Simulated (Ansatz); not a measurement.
**CeO2 (Fm-3m): how G0W0 depends on its starting point**

Aim: G0W0 for CeO2 (Fm-3m) on several starting functionals, at one mesh, band count and screening cutoff.

Main program and level: Ansatz 0.2.0; G0W0 on several functionals, plane waves, PAW.

In doubt: the elements are of a kind flagged for part-filled d or f shells, though by formal charges that shell is empty here, so the flag may not apply.

## 1. Set-up

The structure is cubic, space group Fm-3m (No. 225). The conventional cell has a = 5.407 Å, b = 5.407 Å, c = 5.407 Å, α = 90.00°, β = 90.00°, γ = 90.00°. Nearest to Ce lie 8 O at 2.34 Å. Nearest to O lie 4 Ce at 2.34 Å. Farther neighbours and most contacts between anions are not listed.

The cell and positions come from the Crystallography Open Database and are kept as given unless a step says otherwise. Spin-orbit coupling is left out unless a step names it.

## 2. G0W0 on LDA

G0W0 replaces the xc potential by the self-energy, built once from these orbitals. Only a window of levels is corrected, while the sums run over the empty bands that the input names. This step takes PAW set soft_1 files.

This step: G0W0 on LDA, plane waves, PAW; PAW set soft_1.

Contents of input.yaml:

```yaml
crystal:
  lattice:
    - [0.0, 2.70365, 2.70365]
    - [2.70365, 0.0, 2.70365]
    - [2.70365, 2.70365, 0.0]
  atoms:
    - { symbol: Ce, position: [0.0, 0.0, 0.0] }
    - { symbol: O, position: [0.25, 0.25, 0.25] }
    - { symbol: O, position: [0.75, 0.75, 0.75] }
kpoints:
  mp_grid: { grid: [6, 6, 6] }
hamiltonian:
  xc: lda
  pseudopotentials: { kind: paw, azcp: { folder: soft_1 }, xc_functional: pbe }
scf:
  occupations: { method: fixed }
gw:
  n_empty_bands: 117
  ecut_chi: 120
  qp_bands: [v2, c2]
  qp_kpoints: band_edges
  screening: { model: contour_deformation }
```

The run is started by

```bash
ansatz run input.yaml --threads 3 --pin off --max-ram 92160MiB --backend cuda --events-out ev --progress --plain --runs-dir out --devices 1 --max-vram 13GiB
```

Numbers of over 12 decimals in the logs are rounded to 6 here.

Output:

```text
GPUs: using 1 of 1 available (devices: 1).
Engine: ansatz 0.2.0, x86_64-unknown-linux-gnu
Pseudopotentials: kind: paw
Pseudopotential: Ce, paw, valence charge 12, recommended cutoff 420 eV (normal), soft_1/Ce.paw.azcp
Pseudopotential: O, paw, valence charge 6, recommended cutoff 420 eV (normal), soft_1/O.paw.azcp
Functional definition: SPW92
  exchange = slater_x
  correlation = pw_c
device memory: the entry about to start is reckoned to put 0.5 GiB on a device that reports 36.8 GiB free (of which the cap on the GPU budget leaves the run 13.0 GiB)
GPU FFT provider: cuFFT
GPU libraries: cuBLAS 13.8.2, cuFFT 12.4.0, cuSOLVER 12.3.4
Crystal: 3 atoms, lattice volume = 39.526 Å³
Basis set: ecut = 420 eV, 749 PW (Γ)
Bands: 16, of which v1, the nominal top of the filled ones, is band 12 counted from 1 (11 counted from 0)
Symmetry: 48 space group operations
Space group: Fm-3m (ITA 225), of the structure as read, at distance tolerance 3.4e-5 Å
k-points: 16 of 216
Non-local potential: Ce, projectors of the file, l = 0: 3, l = 1: 2, l = 2: 2, l = 3: 3
Non-local potential: O, projectors of the file, l = 0: 2, l = 1: 2, l = 2: 1
PAW form: soft (Blöchl's): semilocal exchange-correlation on the pseudo side does not see the compensation charge
PAW frozen core: Ce, regenerated for the run's functional, and the local potential with it (the file was generated under x = pbe(κ = 0.804, μ = 0.219515), c = pbe(β = 0.066725))
PAW frozen core: O, regenerated for the run's functional, and the local potential with it (the file was generated under x = pbe(κ = 0.804, μ = 0.219515), c = pbe(β = 0.066725))
PAW one-centre angular grid: Ce, 590 points (default); XC on 64 Gauss nodes
PAW one-centre angular grid: O, 110 points (default); XC on 64 Gauss nodes
Initial density: superposition of atomic densities (chi_scale 0.1, normalization cell, long waves kept (reshape's long-wave potential 0.00 eV rms))
Initial wavefunctions: pseudopotential atomic-orbital guess
GPU buffer pool allocated for 19683 grid points (all kernels)
GPU transforms: local potential and band sums: pruned to the plane-wave sphere, on 25×25×25
Functional: x = slater, c = lda
SCF iter   1: F=—  HF=-7514.013863 eV  |F-HF|=—  |Δ(HF+E_count)|=         —  Δρ=5.56e-2  dr2=9.89e-1  ethr=3.10e-3  ⟨swp⟩=4.0  Hψ=1098  notcnv=0  defer=13
preconditioner: auto → none  [insulator: Δε(μ)=1.861 eV  Ē_g=9.990 eV  n_scr=14 (ndim 8)  ℏωp=27.7 eV  f_vac=0.000  ε∞_Penn≈8.7]
SCF iter   2: F=—  HF=-7514.138597 eV  |F-HF|=—  |Δ(HF+E_count)|=   1.25e-1  Δρ=6.95e-2  dr2=2.02e0  ethr=3.10e-3  ⟨swp⟩=2.2  Hψ=568  notcnv=0  recentre
SCF iter   3: F=—  HF=-7513.925377 eV  |F-HF|=—  |Δ(HF+E_count)|=   2.13e-1  Δρ=4.75e-2  dr2=9.70e-1  ethr=3.10e-3  ⟨swp⟩=3.4  Hψ=918  notcnv=0  defer=9
SCF iter   4: F=—  HF=-7513.819191 eV  |F-HF|=—  |Δ(HF+E_count)|=   1.06e-1  Δρ=1.46e-2  dr2=7.53e-2  ethr=3.10e-3  ⟨swp⟩=2.0  Hψ=412  notcnv=0  defer=3
SCF iter   5: F=—  HF=-7513.811166 eV  |F-HF|=—  |Δ(HF+E_count)|=   8.03e-3  Δρ=2.69e-3  dr2=1.88e-3  ethr=3.14e-4  ⟨swp⟩=2.9  Hψ=406  notcnv=0  defer=13
SCF iter   6: F=—  HF=-7513.811715 eV  |F-HF|=—  |Δ(HF+E_count)|=   5.50e-4  Δρ=1.10e-3  dr2=4.40e-4  ethr=7.85e-6  ⟨swp⟩=3.4  Hψ=469  notcnv=0  defer=25
SCF iter   7: F=—  HF=-7513.811656 eV  |F-HF|=—  |Δ(HF+E_count)|=   5.92e-5  Δρ=1.72e-4  dr2=9.09e-6  ethr=1.83e-6  ⟨swp⟩=2.0  Hψ=344  notcnv=0  defer=27
SCF iter   8: F=-7513.811655 eV  HF=-7513.811655 eV  |F-HF|=1.06e-8  |Δ(HF+E_count)|=   1.18e-6  Δρ=1.65e-5  dr2=6.20e-8  ethr=4.17e-10  ⟨swp⟩=4.9  Hψ=1274  notcnv=0
SCF 1 converged in 8 iterations: F = -7513.811655 eV  dr2 = 6.20e-8
  greatest PAW one-centre occupation: 0.982 electrons in one spin orbital (limit 2), on the Ce atom at site 0 (counted from 0), in its partial waves of l = 0
device memory: the entry about to start is reckoned to put 0.5 GiB on a device that reports 35.6 GiB free (of which the cap on the GPU budget leaves the run 13.0 GiB)
NSCF: frozen V_eff on 16 k-points, pencils in batches of 32, up to order 64
the band table was solved once the SCF had ended and its energy, with any forces and stress, was formed, with the checks that follow a solve (1383 applications of the Hamiltonian). They found nothing against the state; the energy, forces and stress were not computed again (output.eigenvalues in the input reference)
device memory: the entry about to start is reckoned to put 1.8 GiB on a device that reports 36.2 GiB free (of which the cap on the GPU budget leaves the run 13.0 GiB)
NSCF: frozen V_eff on 16 k-points
G₀W₀ screening: q 1/16
[... further progress lines ...]
device memory: the entry about to start is reckoned to put 0.3 GiB on a device that reports 44.7 GiB free (of which the cap on the GPU budget leaves the run 13.0 GiB)
NSCF: frozen V_eff on 1 k-points
device memory: the entry about to start is reckoned to put 0.3 GiB on a device that reports 44.6 GiB free (of which the cap on the GPU budget leaves the run 13.0 GiB)
NSCF: frozen V_eff on 1 k-points
SCF converged after 8 iterations
Free energy (F): -7513.811655 eV
Harris-Foulkes:  -7513.811655 eV  (|F-HF|=1.06e-8)
Internal energy: -7513.811655 eV  (E = F + TS)
E sigma→0 (E₀):  -7513.811655 eV
Fermi energy:    10.359065 eV
--- Per-component energies (eV) ---
  E_band       = 15.657840
[...]
gw.qp_kpoints: band_edges: 16 of 16 stored k-points solved, in 1 pass; an edge of the gap read off the rows below is read off those points alone
  `?` marks the rows in doubt; gw_qp.tsv's column doubts and the gw_qp event give each row's grounds
    ik  band        ε_KS         Σx   Σc(E_QP)       V_xc       Z   E_QP_lin       E_QP  E_QP is
     0    11      9.8312   -25.8808     3.2552   -23.0730  0.6758    10.2737    10.2787  root
     0    12      9.8312   -25.8808     3.2552   -23.0730  0.6758    10.2737    10.2787  root
     0    13     12.7128   -23.7137   -13.3655   -39.0187  0.5492    15.1576    14.6523  root ?
     0    14     12.7128   -23.7137   -13.3655   -39.0187  0.5492    15.1576    14.6523  root ?
     1    11      9.7373   -25.5159     3.4881   -22.3900  0.6775    10.0959    10.0995  root
     1    12      9.7373   -25.5159     3.4881   -22.3900  0.6775    10.0959    10.0995  root
     1    13     12.6849   -23.5851   -13.1786   -38.7099  0.5529    15.1252    14.6310  root ?
     1    14     12.6849   -23.5851   -13.1786   -38.7099  0.5529    15.1252    14.6310  root ?
     2    11      9.6390   -25.4471     3.6595   -22.0983  0.6786     9.9469     9.9497  root
     2    12      9.6390   -25.4471     3.6595   -22.0983  0.6786     9.9469     9.9497  root
     2    13     12.6138   -23.5939   -12.8777   -38.4354  0.5590    15.0631    14.5776  root ?
     2    14     12.6138   -23.5939   -12.8777   -38.4354  0.5590    15.0631    14.5776  root ?
     3    11      9.6603   -25.8559     3.5770   -22.6375  0.6783    10.0152    10.0188  root
     3    12      9.6603   -25.8559     3.5770   -22.6375  0.6783    10.0152    10.0188  root
     3    13     12.3963   -23.1596   -11.7669   -36.9448  0.5824    14.8464    14.4146  root ?
     3    14     12.5832   -23.7214   -12.8078   -38.5040  0.5604    15.0438    14.5581  root ?
     4    11     10.0353   -26.0733     3.2387   -23.2788  0.6800    10.4750    10.4795  root
     4    12     10.0353   -26.0733     3.2387   -23.2788  0.6800    10.4750    10.4795  root
     4    13     12.6240   -23.4276   -13.0791   -38.4696  0.5572    15.0812    14.5868  root ?
     4    14     12.7293   -23.6886   -13.2821   -38.9022  0.5495    15.1586    14.6608  root ?
     5    11     10.0343   -26.0095     3.4215   -22.9734  0.6830    10.4162    10.4198  root
     5    12     10.0693   -25.8689     3.6837   -22.4902  0.6854    10.3720    10.3743  root
     5    13     12.5564   -23.3852   -12.8231   -38.1895  0.5627    15.0226    14.5376  root ?
     5    14     12.6705   -23.6391   -12.7878   -38.3747  0.5574    15.0863    14.6184  root ?
     6    11      9.7151   -25.8049     3.6679   -22.4599  0.6806    10.0352    10.0381  root
     6    12     10.1143   -25.7983     4.1071   -21.8736  0.6900    10.2958    10.2967  root
     6    13     12.4583   -23.2082   -11.8842   -37.0816  0.5779    14.8841    14.4475  root ?
     6    14     12.5618   -23.6586   -12.7471   -38.3846  0.5621    15.0252    14.5407  root ?
     7    11      9.2926   -24.8927     4.0181   -21.0652  0.6751     9.4819     9.4833  root
     7    12     10.3327   -26.2426     3.6834   -22.8688  0.6900    10.6401    10.6423  root
     7    13     12.4958   -23.2918   -12.1744   -37.4478  0.5725    14.9285    14.4774  root ?
     7    14     12.6249   -23.7132   -12.8948   -38.5706  0.5579    15.0734    14.5875  root ?
     8    11      9.3505   -24.6757     3.9435   -20.9323  0.6747     9.5492     9.5506  root
     8    12     10.2369   -26.2555     3.2645   -23.4221  0.6839    10.6639    10.6679  root
     8    13     12.5938   -23.4177   -12.8132   -38.2002  0.5612    15.0421    14.5630  root ?
     8    14     12.6740   -23.6468   -13.1850   -38.7844  0.5531    15.1221    14.6265  root ?
     9    11     10.1987   -26.1252     3.6820   -22.7530  0.6876    10.5064    10.5086  root
     9    12     10.1987   -26.1252     3.6820   -22.7530  0.6876    10.5064    10.5086  root
     9    13     12.4790   -23.1117   -12.7057   -37.8248  0.5680    14.9640    14.4864  root ?
     9    14     12.6746   -23.6557   -12.6387   -38.2350  0.5583    15.0735    14.6151  root ?
    10    11      9.7741   -25.6279     4.0313   -21.8027  0.6842     9.9790     9.9803  root
    10    12     10.0613   -25.6597     4.2983   -21.4859  0.6902    10.1854    10.1858  root
    10    13     12.5003   -23.3411   -12.6193   -37.9569  0.5669    14.9720    14.4967  root ?
    10    14     12.5380   -23.5122   -12.2674   -37.7453  0.5688    14.9630    14.5037  root ?
    11    11      9.5464   -26.4427     3.7812   -23.0717  0.6708     9.9517     9.9566  root
    11    12     10.3547   -26.0198     4.2039   -21.9692  0.6949    10.5074    10.5080  root
    11    13     12.4684   -23.1489   -12.0018   -37.1316  0.5757    14.8881    14.4493  root ?
    11    14     12.6052   -23.8171   -12.7633   -38.5508  0.5597    15.0545    14.5756  root ?
    12    11      9.6582   -25.1637     4.6909   -20.4984  0.6812     9.6838     9.6839  root
    12    12      9.8299   -26.9643     3.3763   -24.1338  0.6725    10.3683    10.3756  root
    12    13     12.4183   -23.0251   -12.5801   -37.6335  0.5719    14.9177    14.4465  root ?
    12    14     12.5468   -23.8062   -12.5445   -38.3272  0.5643    15.0023    14.5233  root ?
    13    11      9.6262   -25.2934     4.0427   -21.4443  0.6814     9.8186     9.8198  root
    13    12     10.3591   -26.2337     3.7637   -22.7550  0.6911    10.6421    10.6439  root
    13    13     12.5013   -23.3587   -12.4566   -37.8044  0.5688    14.9573    14.4904  root ?
    13    14     12.6302   -23.6332   -12.7497   -38.3414  0.5594    15.0602    14.5888  root ?
    14    11      9.6019   -26.2528     3.7943   -22.8166  0.6768     9.9564     9.9600  root
    14    12     10.2122   -25.8260     4.2567   -21.7055  0.6927    10.3480    10.3485  root
    14    13     12.4627   -23.1814   -11.9795   -37.1455  0.5762    14.8864    14.4473  root ?
    14    14     12.5852   -23.7573   -12.6960   -38.4277  0.5614    15.0367    14.5596  root ?
    15    11      9.6971   -26.0487     4.0655   -22.2641  0.6763     9.9756     9.9780  root
    15    12      9.8023   -26.0167     4.1009   -22.1769  0.6784    10.0613    10.0633  root
    15    13     12.4924   -23.3723   -12.1329   -37.4840  0.5725    14.9219    14.4713  root ?
    15    14     12.5706   -23.4456   -12.6141   -38.0277  0.5636    15.0102    14.5384  root ?
```

Wall time 16 s (1 × NVIDIA H100 80GB HBM3 (shared by 6 runs) with 3 threads of AMD EPYC 7R13 (Zen 3), shared host); peak memory 1.1 GiB.

The column dr2 measures how far the density is from self-consistency, as an energy; F and HF (Harris–Foulkes) agree once it is small.

This step gave:

```yaml
bands_summed: 129
rpa_eps_infinity_on_this_mesh_eigenvalues: 7.831, 7.831, 7.831
plane_waves_in_the_screening_matrix: 113
q_points_in_the_mesh: 216
g0w0_gap_on_the_mesh: 3.747 eV
k_of_the_valence_top: 0, 0.1667, -0.1667
k_of_the_conduction_bottom: 0, 0, -0.5
starting_gap_on_the_mesh: 2.037 eV
z_at_the_valence_top: 0.6839
z_at_the_conduction_bottom: 0.5824
least_direct_g0w0_gap_on_the_computed_points: 3.835 eV
```

The gap on the mesh goes from 2.04 eV to 3.75 eV, a correction of +1.71 eV, though a band edge has moved to another state. The program marks an edge row as in doubt.

[end of part 1 of 2]

[Paths, hosts, dates, memory and timing lines, banners, echoed tables and standing remarks are left out of the program output.]

[Logs are printed without paths, hosts, clocks, repeated set-up lines and the standing remarks that a program may print on its own settings, such as how far it seeks lower states.]

[Runs of the session that timed out or met a known fault of the program may be left out.]

[Cells called generated may have been cut or substituted from an entry of the Crystallography Open Database or the Materials Project.]

[Hosts, paths, dates, database ids (printed as entryN), source tags and the programs' standing remarks are cut or masked in the printed files.]
